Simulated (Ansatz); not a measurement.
**How Mg(0001) screens a field**

Aim: image plane and induced charge of Mg(0001).

Calculated with Ansatz 0.2.0; plane-wave DFT, r2SCAN, Ansatz PAW.

### 1. The structure

The cell holds 6 atoms: 6 Mg. Cell: a = 3.210 Å, b = 3.210 Å, c = 31.033 Å, α = 90.0°, β = 90.0°, γ = 60.0°. Vacuum lies along c.

Structure file:

```cif
data_structure
_symmetry_space_group_name_H-M 'P 1'
_symmetry_Int_Tables_number 1
_cell_length_a 3.2100
_cell_length_b 3.2100
_cell_length_c 31.0326
_cell_angle_alpha 90.000
_cell_angle_beta 90.000
_cell_angle_gamma 60.000
_cell_volume 276.92
loop_
_atom_site_label
_atom_site_type_symbol
_atom_site_fract_x
_atom_site_fract_y
_atom_site_fract_z
_atom_site_occupancy
Mg1 Mg 0.66667 0.66667 0.29002 1
Mg2 Mg 0.00000 0.00000 0.37401 1
Mg3 Mg 0.66667 0.66667 0.45800 1
Mg4 Mg 0.00000 0.00000 0.54200 1
Mg5 Mg 0.66667 0.66667 0.62599 1
Mg6 Mg 0.00000 0.00000 0.70998 1
```

### 2. Atoms held, field 0

A sawtooth potential applies the field, turning back in the middle of the vacuum. With the dipole correction the typed value is the field outside the slab. The induced dipole is small, so the SCF threshold is tight.

Input file input.yaml:

```yaml
crystal:
  lattice:
    - [3.21, 0.0, 0.0]
    - [1.605, 2.7799415461, 0.0]
    - [0.0, 0.0, 31.0326]
  atoms:
    - { symbol: Mg, position: [0.6666666667, 0.6666666667, 0.2900175944] }
    - { symbol: Mg, position: [0.0, 0.0, 0.3740105566] }
    - { symbol: Mg, position: [0.6666666667, 0.6666666667, 0.4580035189] }
    - { symbol: Mg, position: [0.0, 0.0, 0.5419964811] }
    - { symbol: Mg, position: [0.6666666667, 0.6666666667, 0.6259894434] }
    - { symbol: Mg, position: [0.0, 0.0, 0.7099824056] }
kpoints:
  mp_grid: { grid: [18, 18, 1] }
hamiltonian:
  xc: r2scan
scf:
  occupations: { method: fermi_dirac, width: 0.1 }
  convergence: { dr2_threshold: 1.0e-10 }
efield:
  axis: 3
  dipole_correction: true
  ramp_position: 0.97
  ramp_width: 0.06
  amplitude: 0
output:
  forces: true
  write_potential: true
  write_density: true
  volumetric_format: npy
```

On the command line:

```bash
> ansatz run input.yaml --threads 4 --pin off --max-ram 6144MiB --backend cpu --events-out ev --progress --plain --runs-dir out
```

The program printed:

```text
Engine: ansatz 0.2.0, x86_64-unknown-linux-gnu
Pseudopotentials: kind: paw
Pseudopotential: Mg, paw, valence charge 10, recommended cutoff 500 eV (meta_gga), Mg.paw.azcp
Functional definition: r2SCAN
  parameter k0 = 0.174
  parameter k1 = 0.065
  parameter a1 = 4.9479
  exchange = r2scan_x(k0 = k0, k1 = k1, a1 = a1)
  correlation = r2scan_c
Crystal: 6 atoms, lattice volume = 276.923 Å³
Basis set: ecut = 500 eV, 6995 PW (Γ), exchange–correlation on 96×96×960 points (64 copies of the dense FFT grid, shifted against one another)
Bands: 36, of which v1, the nominal top of the filled ones, is band 30 counted from 1 (29 counted from 0)
Symmetry: 6 space group operations
k-points: 37 of 324 (time reversal used)
Non-local potential: Mg, projectors of the file, l = 0: 3, l = 1: 2, l = 2: 1
PAW form: soft (Blöchl's): semilocal exchange-correlation on the pseudo side does not see the compensation charge
PAW frozen core: Mg, regenerated for the run's functional (the file was generated under x = pbe(κ = 0.804, μ = 0.219515), c = pbe(β = 0.066725))
PAW one-centre angular grid: Mg, 302 points (default); XC on 224 Gauss nodes
Initial density: superposition of atomic densities (neutral atoms: chi_scale 0, normalization atom), corrected by the library's trained network
Initial wavefunctions: pseudopotential atomic-orbital guess
Functional: x = r2scan, c = r2scan; τ floored in thin density (d = 2e-4 eV/Å³)
SCF iter   1: F=—  HF=-11557.765883 eV  |F-HF|=—  |Δ(HF+E_count)|=         —  Δρ=5.24e-3  dr2=5.29e-2  dr2_τ=1.58e-3  ethr=1.77e-3  p=0.000 e·Å  D=2.19e-13 V/Å  ΔV_dip=-0.00 eV  dr2_dipole=6.84e-9  V_vac-E_F(+/−)=3.76/3.76 eV  ⟨swp⟩=11.4  Hψ=6709  notcnv=0
efield: sawtooth ramp at fractional position 0.9700 (set: `efield.ramp_position`, or a place that a band, a saddle search or an elastic batch's reference lends), width 0.0600; the density the first Hamiltonian is built on has a dipole p = 0.000 e·Å; the dipole correction subtracts the counter field D = 2.19e-13 V/Å, which shifts the + side's vacuum level by -0.00 eV against the − side's; the planar-averaged density in the ramp window peaks in size at 1.7e-5 e/Å³
preconditioner: auto → LDOS  [metal: Δε(μ)=0.007 eV  Ē_g=5.023 eV  σ=0.100 eV  W_gap=0.02  n_scr=20 (ndim 8)  ℏωp=7.7 eV  f_vac=0.446  D(μ)=2.30/eV (n_scr^D=12)  β→1.0]
SCF iter   2: F=—  HF=-11557.794101 eV  |F-HF|=—  |Δ(HF+E_count)|=   2.82e-2  Δρ=2.17e-3  dr2=7.24e-3  dr2_τ=1.18e-4  ethr=8.82e-5  p=-0.000 e·Å  D=-5.59e-6 V/Å  ΔV_dip=0.00 eV  dr2_dipole=7.03e-9  V_vac-E_F(+/−)=3.82/3.82 eV  ⟨swp⟩=2.0  Hψ=2961  notcnv=0
SCF iter   3: F=—  HF=-11557.787085 eV  |F-HF|=—  |Δ(HF+E_count)|=   7.02e-3  Δρ=3.70e-4  dr2=5.86e-4  dr2_τ=1.14e-6  ethr=1.21e-5  p=-0.000 e·Å  D=-1.72e-6 V/Å  ΔV_dip=0.00 eV  dr2_dipole=5.10e-10  V_vac-E_F(+/−)=3.82/3.82 eV  ⟨swp⟩=2.0  Hψ=2485  notcnv=0
SCF iter   4: F=—  HF=-11557.787235 eV  |F-HF|=—  |Δ(HF+E_count)|=   1.50e-4  Δρ=4.21e-5  dr2=1.57e-5  dr2_τ=1.02e-7  ethr=9.76e-7  p=0.000 e·Å  D=4.10e-7 V/Å  ΔV_dip=-0.00 eV  dr2_dipole=3.45e-11  V_vac-E_F(+/−)=3.82/3.82 eV  ⟨swp⟩=2.0  Hψ=1532  notcnv=0
SCF iter   5: F=—  HF=-11557.787234 eV  |F-HF|=—  |Δ(HF+E_count)|=   8.35e-7  Δρ=1.34e-5  dr2=1.58e-6  dr2_τ=5.77e-9  ethr=2.61e-8  p=-0.000 e·Å  D=-2.12e-7 V/Å  ΔV_dip=0.00 eV  dr2_dipole=2.29e-12  V_vac-E_F(+/−)=3.82/3.82 eV  ⟨swp⟩=2.0  Hψ=1575  notcnv=0
SCF iter   6: F=—  HF=-11557.787234 eV  |F-HF|=—  |Δ(HF+E_count)|=   7.57e-8  Δρ=2.80e-6  dr2=7.86e-8  dr2_τ=1.41e-10  ethr=2.63e-9  p=-0.000 e·Å  D=-2.34e-8 V/Å  ΔV_dip=0.00 eV  dr2_dipole=3.43e-13  V_vac-E_F(+/−)=3.82/3.82 eV  ⟨swp⟩=2.0  Hψ=1525  notcnv=0
SCF iter   7: F=—  HF=-11557.787234 eV  |F-HF|=—  |Δ(HF+E_count)|=   2.06e-8  Δρ=5.28e-7  dr2=1.07e-9  dr2_τ=4.43e-12  ethr=1.31e-10  p=-0.000 e·Å  D=-1.10e-8 V/Å  ΔV_dip=0.00 eV  dr2_dipole=6.09e-14  V_vac-E_F(+/−)=3.82/3.82 eV  ⟨swp⟩=2.0  Hψ=1527  notcnv=0
SCF iter   8: F=-11557.787234 eV  HF=-11557.787234 eV  |F-HF|=3.09e-11  |Δ(HF+E_count)|=   1.39e-9  Δρ=1.12e-7  dr2=5.44e-11  dr2_τ=5.38e-13  ethr=1.00e-12  p=-0.000 e·Å  D=-1.94e-9 V/Å  ΔV_dip=0.00 eV  dr2_dipole=3.31e-16  V_vac-E_F(+/−)=3.82/3.82 eV  ⟨swp⟩=11.5  Hψ=8031  notcnv=0
SCF 1 converged in 8 iterations: F = -11557.787234 eV  dr2 = 5.44e-11
  greatest PAW one-centre occupation: 1.000 electrons in one spin orbital (limit 2), on the Mg atom at site 1 (counted from 0), in its partial waves of l = 0
WARN: The output density's exchange-correlation potential varies sharply where the density is thin. Do not read a vacuum level from v_tot or v_xc, or from such a field of the output density. On a cell that repeats whose density bears no net charge and no dipole along the vacuum's axis use v_es (v_loc + v_h of the components); under efield.dipole_correction with no amplitude use v_es + v_field, which holds any externa [...]
SCF converged after 8 iterations
Free energy (F): -11557.787234 eV
Harris-Foulkes:  -11557.787234 eV  (|F-HF|=3.09e-11)
Internal energy: -11557.711262 eV  (E = F + TS)
E sigma→0 (E₀):  -11557.749248 eV
Entropy (-TS):   -0.075972 eV (-12.662 meV/atom)
Fermi energy:    0.945386 eV
Dipole field:    D = 0.000000 V/Å  (p = 0.000000 e·Å, saw-weighted, corrected)
Work function:   Φ+ = 3.8163 eV   Φ− = 3.8163 eV
Levels:          The Fermi level and band energies are counted from a zero that moves with the ramp; work functions are not
--- Per-component energies (eV) ---
  E_band       = -2513.892235
  E_kinetic    = 443.586867
  E_local      = -57252.671510  (includes V_loc(G=0)·N_el)
  E_nonlocal   = 575.471979
  E_hartree    = 27096.847489
  E_xc         = -156.408436
  E_vxc        = -227.296941  (∫ρ·V_xc dr)
  E_paw        = -1778.321232  (= ΣΔE_a)
  E_vpaw       = -261.695165  (= ΣTr[D̂ρ^β])
  E_aug_tail   = -0.000008  (compensation charges beyond the density's cutoff)
  E_vtau       = 15.019088  (kinetic-family band-sum trace: ∫τ·v_τ [+ j·A + Jᵃ·Aᵃ] dr)
  E_efield     = 0.000000  (sawtooth field / dipole correction)
  E_vefield    = 0.000000  (∫n·V_field dr)
  E_ewald      = 19513.940839
  E_core_change = -0.157249  (= ΣΔE_core)
  E_smearing   = -0.075972  (= −TS)
  E_closure    = 0.000000  (closes the sum)
  Σ components = -11557.787234   (vs F -11557.787234, Δ=0.00e0)
--- Forces (eV/Å), atoms counted from 1 ---
  atom   1  Mg    -0.00000000     0.00000000     0.01545169
  atom   2  Mg     0.00000000    -0.00000000     0.03934337
  atom   3  Mg    -0.00000000     0.00000000     0.01056200
  atom   4  Mg     0.00000000    -0.00000000    -0.01056200
  atom   5  Mg    -0.00000000     0.00000000    -0.03934339
  atom   6  Mg     0.00000000    -0.00000000    -0.01545170
  max |Σ_I F_I| component: 1.76e-8 eV/Å
--- Band table (eV; the first three rows and the last of 37) ---
  k-point 0: bands = [... 26 lower, -5.1157, -4.1741, -2.9820, -1.5298, -0.3718, 1.5241, 3.1241, 4.3421, ... 2 higher]
  k-point 1: bands = [... 26 lower, -5.0519, -4.1108, -2.9193, -1.4674, -0.3114, 1.5841, 3.1832, 4.4012, ... 2 higher]
  k-point 2: bands = [... 26 lower, -4.8609, -3.9213, -2.7316, -1.2807, -0.1302, 1.7631, 3.3593, 4.5776, ... 2 higher]
  k-point 36: bands = [... 26 lower, 0.5128, 0.7231, 0.8409, 0.8409, 1.3482, 1.3645, 1.3645, 2.2260, ... 2 higher]
```

Wall time 17 s (4 threads of Intel Xeon Platinum 8488C (Sapphire Rapids), shared host); peak memory 1.3 GiB; 43 s of CPU time.

The column dr2 measures how far the density is from self-consistency, as an energy; F and HF (Harris–Foulkes) agree once it is small.

Read from the output:

| Item | Value |
| --- | --- |
| energy at zero smearing | -11557.7492 eV |
| work function, upper face | 3.816 eV |
| dipole along the normal | 2.89e-8 e·Å |

Running mean over 2.60652 Å of the planar mean; the ramp of the sawtooth is left out. Electron's electrostatic potential energy less the Fermi level against z:

| z (Å) | electron's electrostatic potential energy less the Fermi level (eV) |
| --- | --- |
| 3.5 | 3.82 |
| 4.0 | 3.82 |
| 4.5 | 3.81 |
| 5.0 | 3.80 |
| 5.5 | 3.77 |
| 6.0 | 3.67 |
| 6.5 | 3.38 |
| 7.0 | 2.62 |
| 7.5 | 0.701 |
| 8.0 | -2.10 |
| 8.5 | -3.59 |
| 9.0 | -4.02 |
| 9.5 | -4.07 |
| 10.0 | -4.03 |
| 10.5 | -4.03 |
| 11.0 | -4.03 |
| 11.5 | -4.03 |
| 12.0 | -4.04 |
| 12.5 | -4.04 |
| 13.0 | -4.05 |
| 13.5 | -4.06 |
| 14.0 | -4.06 |
| 14.5 | -4.06 |
| 15.0 | -4.06 |
| 15.5 | -4.07 |
| 16.0 | -4.06 |
| 16.5 | -4.06 |
| 17.0 | -4.06 |
| 17.5 | -4.06 |
| 18.0 | -4.05 |
| 18.5 | -4.04 |
| 19.0 | -4.04 |
| 19.5 | -4.03 |
| 20.0 | -4.03 |
| 20.5 | -4.03 |
| 21.0 | -4.03 |
| 21.5 | -4.06 |
| 22.0 | -4.04 |
| 22.5 | -3.64 |
| 23.0 | -2.24 |
| 23.5 | 0.515 |
| 24.0 | 2.54 |
| 24.5 | 3.35 |
| 25.0 | 3.66 |
| 25.5 | 3.77 |
| 26.0 | 3.80 |
| 26.5 | 3.81 |
| 27.0 | 3.81 |
| 27.5 | 3.82 |

The work function of the upper face is 3.82 eV.

### 3. Single point, field 0.05 V/Å

input.yaml: that of step 2 with these lines changed.

```diff
@@ -24,3 +24,3 @@
   ramp_width: 0.06
-  amplitude: 0
+  amplitude: 0.05
 output:
```

The program printed:

```text
[...]
Crystal: 6 atoms, lattice volume = 276.923 Å³
Basis set: ecut = 500 eV, 6995 PW (Γ), exchange–correlation on 96×96×960 points (64 copies of the dense FFT grid, shifted against one another)
Bands: 36, of which v1, the nominal top of the filled ones, is band 30 counted from 1 (29 counted from 0)
Symmetry: 6 space group operations
k-points: 37 of 324 (time reversal used)
[...]
k-point 0: bands = [... 26 lower, -5.1159, -4.1743, -2.9822, -1.5300, -0.3720, 1.5238, 3.1228, 4.3255, ... 2 higher]
  k-point 1: bands = [... 26 lower, -5.0521, -4.1110, -2.9195, -1.4676, -0.3116, 1.5838, 3.1819, 4.3847, ... 2 higher]
  k-point 2: bands = [... 26 lower, -4.8611, -3.9215, -2.7318, -1.2809, -0.1303, 1.7628, 3.3580, 4.5612, ... 2 higher]
  k-point 36: bands = [... 26 lower, 0.5126, 0.7230, 0.8406, 0.8407, 1.3480, 1.3637, 1.3649, 2.2258, ... 2 higher]
[key lines of the parts left out:]
SCF converged after 9 iterations
Free energy (F): -11557.788275 eV
Fermi energy:    0.945201 eV
Dipole field:    D = 0.027198 V/Å  (p = 0.041623 e·Å, saw-weighted, corrected)
```

Run time: 11 s. Hardware: 4 threads; peak memory 1.3 GiB.

The dipole is 0.0416 e·Å.

### 4. Single point, field -0.05 V/Å

input.yaml: that of step 3 with these lines changed.

```diff
@@ -24,3 +24,3 @@
   ramp_width: 0.06
-  amplitude: 0.05
+  amplitude: -0.05
 output:
```

The program printed:

```text
[...]
Crystal: 6 atoms, lattice volume = 276.923 Å³
Basis set: ecut = 500 eV, 6995 PW (Γ), exchange–correlation on 96×96×960 points (64 copies of the dense FFT grid, shifted against one another)
Bands: 36, of which v1, the nominal top of the filled ones, is band 30 counted from 1 (29 counted from 0)
Symmetry: 6 space group operations
k-points: 37 of 324 (time reversal used)
[...]
k-point 0: bands = [... 26 lower, -5.1159, -4.1743, -2.9822, -1.5300, -0.3720, 1.5238, 3.1228, 4.3255, ... 2 higher]
  k-point 1: bands = [... 26 lower, -5.0521, -4.1110, -2.9195, -1.4676, -0.3116, 1.5838, 3.1819, 4.3847, ... 2 higher]
  k-point 2: bands = [... 26 lower, -4.8611, -3.9215, -2.7318, -1.2809, -0.1303, 1.7628, 3.3580, 4.5612, ... 2 higher]
  k-point 36: bands = [... 26 lower, 0.5126, 0.7230, 0.8406, 0.8407, 1.3480, 1.3637, 1.3649, 2.2258, ... 2 higher]
[key lines of the parts left out:]
SCF converged after 9 iterations
Free energy (F): -11557.788275 eV
Fermi energy:    0.945201 eV
Dipole field:    D = -0.027198 V/Å  (p = -0.041623 e·Å, saw-weighted, corrected)
```

Elapsed: 11 s, on 4 threads; peak memory 1.3 GiB.

The dipole is -0.0416 e·Å.

### 5. Single point, field 0.1 V/Å

input.yaml: that of step 4 with these lines changed.

```diff
@@ -24,3 +24,3 @@
   ramp_width: 0.06
-  amplitude: -0.05
+  amplitude: 0.1
 output:
```

The program printed:

```text
[...]
Crystal: 6 atoms, lattice volume = 276.923 Å³
Basis set: ecut = 500 eV, 6995 PW (Γ), exchange–correlation on 96×96×960 points (64 copies of the dense FFT grid, shifted against one another)
Bands: 36, of which v1, the nominal top of the filled ones, is band 30 counted from 1 (29 counted from 0)
Symmetry: 6 space group operations
k-points: 37 of 324 (time reversal used)
[...]
k-point 0: bands = [... 26 lower, -5.1164, -4.1748, -2.9827, -1.5306, -0.3726, 1.5228, 3.1187, 4.2760, ... 2 higher]
  k-point 1: bands = [... 26 lower, -5.0527, -4.1115, -2.9201, -1.4682, -0.3121, 1.5828, 3.1779, 4.3352, ... 2 higher]
  k-point 2: bands = [... 26 lower, -4.8616, -3.9221, -2.7323, -1.2814, -0.1309, 1.7619, 3.3540, 4.5122, ... 2 higher]
  k-point 36: bands = [... 26 lower, 0.5121, 0.7224, 0.8400, 0.8402, 1.3475, 1.3626, 1.3649, 2.2252, ... 2 higher]
[key lines of the parts left out:]
SCF converged after 9 iterations
Free energy (F): -11557.791396 eV
Fermi energy:    0.944636 eV
Dipole field:    D = 0.054399 V/Å  (p = 0.083250 e·Å, saw-weighted, corrected)
```

Elapsed: 11 s, on 4 threads; peak memory 1.3 GiB.

The dipole is 0.0833 e·Å.

### 6. Single point, field -0.1 V/Å

input.yaml: that of step 5 with these lines changed.

```diff
@@ -24,3 +24,3 @@
   ramp_width: 0.06
-  amplitude: 0.1
+  amplitude: -0.1
 output:
```

The program printed:

```text
[...]
Crystal: 6 atoms, lattice volume = 276.923 Å³
Basis set: ecut = 500 eV, 6995 PW (Γ), exchange–correlation on 96×96×960 points (64 copies of the dense FFT grid, shifted against one another)
Bands: 36, of which v1, the nominal top of the filled ones, is band 30 counted from 1 (29 counted from 0)
Symmetry: 6 space group operations
k-points: 37 of 324 (time reversal used)
[...]
k-point 0: bands = [... 26 lower, -5.1164, -4.1748, -2.9827, -1.5306, -0.3726, 1.5228, 3.1187, 4.2760, ... 2 higher]
  k-point 1: bands = [... 26 lower, -5.0527, -4.1115, -2.9201, -1.4682, -0.3121, 1.5828, 3.1779, 4.3352, ... 2 higher]
  k-point 2: bands = [... 26 lower, -4.8616, -3.9221, -2.7323, -1.2814, -0.1309, 1.7619, 3.3540, 4.5122, ... 2 higher]
  k-point 36: bands = [... 26 lower, 0.5121, 0.7224, 0.8400, 0.8402, 1.3475, 1.3626, 1.3649, 2.2252, ... 2 higher]
[key lines of the parts left out:]
SCF converged after 9 iterations
Free energy (F): -11557.791396 eV
Fermi energy:    0.944636 eV
Dipole field:    D = -0.054399 V/Å  (p = -0.083250 e·Å, saw-weighted, corrected)
```

It took 11 s on 4 threads; peak memory 1.3 GiB.

The dipole is -0.0833 e·Å.

### 7. Single point, field 0.2 V/Å

input.yaml: that of step 6 with these lines changed.

```diff
@@ -24,3 +24,3 @@
   ramp_width: 0.06
-  amplitude: -0.1
+  amplitude: 0.2
 output:
```

The program printed:

```text
[...]
Crystal: 6 atoms, lattice volume = 276.923 Å³
Basis set: ecut = 500 eV, 6995 PW (Γ), exchange–correlation on 96×96×960 points (64 copies of the dense FFT grid, shifted against one another)
Bands: 36, of which v1, the nominal top of the filled ones, is band 30 counted from 1 (29 counted from 0)
Symmetry: 6 space group operations
k-points: 37 of 324 (time reversal used)
[...]
k-point 0: bands = [... 26 lower, -5.1187, -4.1771, -2.9850, -1.5329, -0.3748, 1.5190, 3.1012, 4.0879, ... 2 higher]
  k-point 1: bands = [... 26 lower, -5.0549, -4.1138, -2.9223, -1.4705, -0.3144, 1.5790, 3.1605, 4.1473, ... 2 higher]
  k-point 2: bands = [... 26 lower, -4.8639, -3.9243, -2.7346, -1.2838, -0.1332, 1.7580, 3.3368, 4.3252, ... 2 higher]
  k-point 36: bands = [... 26 lower, 0.5098, 0.7201, 0.8377, 0.8379, 1.3452, 1.3591, 1.3638, 2.2230, ... 2 higher]
[key lines of the parts left out:]
SCF converged after 10 iterations
Free energy (F): -11557.803884 eV
Fermi energy:    0.942352 eV
Dipole field:    D = 0.108805 V/Å  (p = 0.166513 e·Å, saw-weighted, corrected)
```

Wall time 12 s (4 threads); peak memory 1.3 GiB; 47 s of CPU time.

The dipole is 0.167 e·Å.

### 8. Atoms held, field -0.2 V/Å

input.yaml: that of step 7 with these lines changed.

```diff
@@ -24,3 +24,3 @@
   ramp_width: 0.06
-  amplitude: 0.2
+  amplitude: -0.2
 output:
```

The program printed:

```text
[...]
Crystal: 6 atoms, lattice volume = 276.923 Å³
Basis set: ecut = 500 eV, 6995 PW (Γ), exchange–correlation on 96×96×960 points (64 copies of the dense FFT grid, shifted against one another)
Bands: 36, of which v1, the nominal top of the filled ones, is band 30 counted from 1 (29 counted from 0)
Symmetry: 6 space group operations
k-points: 37 of 324 (time reversal used)
[...]
k-point 0: bands = [... 26 lower, -5.1187, -4.1771, -2.9850, -1.5329, -0.3748, 1.5190, 3.1012, 4.0879, ... 2 higher]
  k-point 1: bands = [... 26 lower, -5.0549, -4.1138, -2.9223, -1.4705, -0.3144, 1.5790, 3.1605, 4.1473, ... 2 higher]
  k-point 2: bands = [... 26 lower, -4.8639, -3.9243, -2.7346, -1.2838, -0.1332, 1.7580, 3.3368, 4.3252, ... 2 higher]
  k-point 36: bands = [... 26 lower, 0.5098, 0.7201, 0.8377, 0.8379, 1.3452, 1.3591, 1.3638, 2.2230, ... 2 higher]
[key lines of the parts left out:]
SCF converged after 10 iterations
Free energy (F): -11557.803884 eV
Fermi energy:    0.942352 eV
Dipole field:    D = -0.108805 V/Å  (p = -0.166513 e·Å, saw-weighted, corrected)
```

Elapsed: 12 s, on 4 threads; peak memory 1.3 GiB; 47 s of CPU time.

The dipole is -0.167 e·Å.

[end of part 1 of 2]

[Long decimals in the printed logs are rounded to 6 places.]

[Logs are printed without paths, hosts, clocks, repeated set-up lines and the standing remarks that a program may print on its own settings, such as how far it seeks lower states.]

[Hosts, paths, dates, database ids (printed as entryN), source tags and the programs' standing remarks are cut or masked in the printed files.]

[Maps of the electrostatic potential energy from Ansatz leave out the sawtooth potential of an applied field or a dipole correction, so their vacuum need not be flat; planar profiles and work functions include it.]
